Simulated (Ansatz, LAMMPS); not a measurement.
# Amorphous 38SiO2-62GeO2 (mol %) (96 atoms): relaxation and levels of theory

Which bonds does the relaxation leave, and how do the Kohn-Sham gap, forces and pressure change with functional?

Calculated with Ansatz 0.2.0: Kohn-Sham DFT, PBE, PAW (set soft_2), plane waves; cutoff 420 eV, Γ point, fermi-dirac smearing of 0.025 eV.

**The cell**

Density at the start: 3.12 g/cm³. The cell holds 96 atoms: 12 Si, 20 Ge and 64 O. Its edges and angles: a = 11.438 Å, b = 11.438 Å, c = 11.438 Å, α = 90.0°, β = 90.0°, γ = 90.0°. 96 atoms (12 Si, 20 Ge, 64 O) placed at random at 3.12 g/cm³, melted at 5000 K for 10 ps at fixed volume with the Morse and Coulomb pair potential with partial charges (Pedone, Malavasi, Menziani, Cormack and Segre, J. Phys. Chem. B 110, 11780 (2006)). Quenched from 5000 K to 300 K at 50 K/ps and fixed volume, held 5 ps, then minimised at fixed cell.

Cell and atoms were relaxed with PBE. The walk converged after 11 steps by the program's count, with a largest force component of 0.0113 eV/Å; it began at an r.m.s. force component of 0.85 eV/Å. The edges went from 11.438, 11.438, 11.438 to 10.959, 11.595, 11.542 Å, and the volume from 15.586 to 15.244 Å³ an atom (-2.2 %).

The input of the reference single point:

```yaml
crystal:
  lattice:
    - [10.95242, -0.28559, 0.23224]
    - [-0.28559, 11.59134, -0.02624]
    - [0.23224, -0.02624, 11.5399]
  atoms:
    - { symbol: Si, position: [0.55047, 0.65277, 0.88554] }
    - { symbol: Si, position: [0.86099, 0.33754, 0.74329] }
    - { symbol: Si, position: [0.66751, 0.46584, 0.05504] }
    - { symbol: Si, position: [0.19682, 0.56052, 0.66407] }
    [... 90 atom lines left out ...]
    - { symbol: O, position: [0.72988, 0.12493, 0.01367] }
    - { symbol: O, position: [0.90755, 0.26377, 0.07803] }
kpoints:
  mp_grid: { grid: [1, 1, 1] }
hamiltonian:
  xc: pbe
scf:
  occupations: { method: fermi_dirac, width: 0.025 }
output:
  forces: true
  stress: true
  populations: true
  dos:
    method: { smearing: { sigma: 0.08 } }
    de: 0.05
    projected: { site_lists: { Ge: [Ge], O: [O], Si: [Si] } }
  eigenvalues: true
  write_density: true
  write_potential: true
  volumetric_format: npy
```

**Bonds after relaxation**

Bonds by pair of elements; cutoffs follow the first minimum of g(r), held within bounds set by covalent radii, and pairs that aren't listed don't count as bonded:

| pair A-B | cutoff (Å) | bonds | mean length (Å) | spread (Å) | shortest (Å) | B about A | A about B |
| --- | --- | --- | --- | --- | --- | --- | --- |
| O-Ge | 2.17 | 80 | 1.77 | 0.015 | 1.74 | 1.25 | 4 |
| O-Si | 2.08 | 48 | 1.64 | 0.014 | 1.61 | 0.75 | 4 |

How many atoms have how many bonded neighbours:

| element | mean | 2 | 4 |
| --- | --- | --- | --- |
| Ge | 4 | 0 | 20 |
| O | 2 | 64 | 0 |
| Si | 4 | 0 | 12 |

**Levels of theory**

Single points at the relaxed geometry:

| functional | k-mesh | Kohn-Sham gap (eV) | pressure (GPa) | r.m.s. force component (eV/Å) | SCF cycles | time |
| --- | --- | --- | --- | --- | --- | --- |
| PBE | 1×1×1 | 3.251 | 0.00 | 0.003 | 9 | 21 s |
| HSE06 | 1×1×1 | 5.116 | -5.59 | 0.276 | 21 | 6.7 min |
| r2SCAN | 1×1×1 | 3.876 | -5.39 | 0.216 | 9 | 48 s |
| PBEsol | 1×1×1 | 3.196 | -3.19 | 0.100 | 9 | 19 s |

The gap is that between the highest filled and lowest empty Kohn-Sham level on the run's k-points. Cutoffs: 420 eV for PBE, HSE06 and PBEsol; 500 eV for r2SCAN. Times come from shared hosts and are rough.

**Findings**

By these cutoffs 100 % of Ge atoms have 4, 100 % of O atoms have 2 and 100 % of Si atoms have 4 neighbours. The Kohn-Sham gap is 3.25 eV with PBE on the 1×1×1 mesh. On the 1×1×1 mesh HSE06 changes the gap by +1.86 eV against PBE. On the reference's mesh the gap changes with r2SCAN by +0.62 eV and PBEsol by -0.06 eV. Against the reference the pressure changes with HSE06 by -5.6 GPa, r2SCAN by -5.4 GPa and PBEsol by -3.2 GPa; a negative change means a smaller volume than PBE would take.

Limits: All single points share the geometry relaxed with PBE. The volume changed by -2.2 % on relaxing; in so small a cell, on this mesh and at this cutoff, the relaxed density is rough. One sample; tail or defect levels can set the gap of a disordered cell. The quench rate of 50 K/ps is many orders above laboratory rates, so the cell is likely richer in defects and strain than a real sample. The network of bonds at the start is that of the classical potential that made the cell, and needn't be the one that DFT or experiment would give. In some runs the program notes that the exchange-correlation potential is rough where the density is thin, the exchange threshold is loose for the stress and the SCF threshold is loose for the stress.

[Logs are printed without paths, hosts, clocks, repeated set-up lines and the standing remarks that a program may print on its own settings, such as how far it seeks lower states.]

[Hosts, paths, dates, database ids (printed as entryN), source tags and the programs' standing remarks are cut or masked in the printed files.]
